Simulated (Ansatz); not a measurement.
## TiO2 (Anatase): band gap by G0W0 on HSE06

The structure is tetragonal, space group I4_1/amd (No. 141). The conventional cell has a = 3.784 Å, b = 3.784 Å, c = 9.515 Å, α = 90.00°, β = 90.00°, γ = 90.00°. Nearest to Ti lie 6 O at 1.93 to 1.98 Å. O has 3 Ti at 1.93 to 1.98 Å nearest. Farther neighbours and most contacts between anions are not listed.

```xyz
6
Lattice="-1.8921 1.8921 4.7573 1.8921 -1.8921 4.7573 1.8921 1.8921 -4.7573" Properties=species:S:1:pos:R:3 pbc="T T T"
Ti    0.0000    0.0000    0.0000
Ti    0.0000    1.8921    2.3786
O     0.0000    0.0000    1.9800
O     0.0000    1.8921    4.3586
O     0.0000    1.8921    0.3987
O     0.0000    0.0000    7.5346
```

```
method                               : G0W0 on HSE06, plane waves, PAW (and 1 further level or step)
program                              : Ansatz 0.2.0
settings of one run                  : cutoff 420 eV, 6×6×6 k-mesh, default PAW, empty bands 539, screening cutoff 230 eV, screening contour deformation, QP bands (v2, c2)
cost                                 : 2 runs, 7.6 min in all on 1 × NVIDIA H100 80GB HBM3 (shared by 3 runs) with 3 threads of AMD EPYC 7R13 (Zen 3), shared host (the runs of this entry)
notes                                : In doubt: masses and optical values from hybrid runs of this build are listed as unsure (in some of the runs), which bears on the screening that GW takes from such a start. The cell and positions come from the Crystallography Open Database and are kept as given unless a step says otherwise. Bands and cutoff are finite, so the gap is not at the basis limit. The miss can reach some tenths of an eV and take either sign; the mesh is an error of its own.
HSE06 gap                            : 3.61 eV, indirect
G0W0 gap on the mesh                 : 4.07 eV, from k = (0.000, 0.000, -0.500) to k = Γ
G0W0 gap over the zone (rigid shift) : 4.02 eV
GW settings                          : 6×6×6 mesh, 539 empty bands, screening to 230 eV
known limits                         : not at the basis limit
```

G0W0 changes the gap by +0.40 eV, from 3.66 eV to 4.07 eV on the mesh: the valence edge shifts by +0.06 eV and the conduction edge by +0.46 eV on the run's own scale. Z is 0.75 and 0.77 at the edges, as usual for well-defined quasiparticles.

### From PBE to G0W0: TiO2 (Anatase)

It takes space group I4_1/amd (No. 141, tetragonal). Conventional cell: a = 3.784 Å, b = 3.784 Å, c = 9.515 Å, α = 90.00°, β = 90.00°, γ = 90.00°. Ti has 6 O at 1.93 to 1.98 Å nearest. Nearest to O lie 3 Ti at 1.93 to 1.98 Å. Farther neighbours and most contacts between anions are not listed.

```xyz
6
Lattice="-1.8921 1.8921 4.7573 1.8921 -1.8921 4.7573 1.8921 1.8921 -4.7573" Properties=species:S:1:pos:R:3 pbc="T T T"
Ti    0.0000    0.0000    0.0000
Ti    0.0000    1.8921    2.3786
O     0.0000    0.0000    1.9800
O     0.0000    1.8921    4.3586
O     0.0000    1.8921    0.3987
O     0.0000    0.0000    7.5346
```

```
method                               : DFT, PBE, plane waves, PAW (and 1 further level or step)
program                              : Ansatz 0.2.0
settings of one run                  : cutoff 420 eV, 8×8×8 k-mesh, smearing width 0.02 eV, default PAW
cost                                 : 2 runs, 1.7 min in all on 1 × NVIDIA H100 80GB HBM3 (shared by 3 runs) with 3 threads of AMD EPYC 7R13 (Zen 3), shared host (the runs of this entry)
notes                                : The cell and positions come from the Crystallography Open Database and are kept as given unless a step says otherwise. Bands and cutoff are finite, so the gap is not at the basis limit. The miss can reach some tenths of an eV and take either sign; the mesh is an error of its own.
PBE gap                              : 2.12 eV, indirect
G0W0 gap on the mesh                 : 3.67 eV, from k = (0.000, 0.000, -0.500) to k = Γ
G0W0 gap over the zone (rigid shift) : 3.62 eV
GW settings                          : 6×6×6 mesh, 539 empty bands, screening to 230 eV
known limits                         : not at the basis limit
```

G0W0 changes the gap by +1.50 eV, from 2.17 eV to 3.67 eV on the mesh: the valence edge shifts by −0.50 eV and the conduction edge by +1.01 eV on the run's own scale. Z is 0.70 and 0.73 at the edges, as usual for well-defined quasiparticles.

[Paths, hosts, dates, memory and timing lines, banners, echoed tables and standing remarks are left out of the program output.]

[Logs are printed without paths, hosts, clocks, repeated set-up lines and the standing remarks that a program may print on its own settings, such as how far it seeks lower states.]

[Runs of the session that timed out or met a known fault of the program may be left out.]

[Cells called generated may have been cut or substituted from an entry of the Crystallography Open Database or the Materials Project.]

[Hosts, paths, dates, database ids (printed as entryN), source tags and the programs' standing remarks are cut or masked in the printed files.]
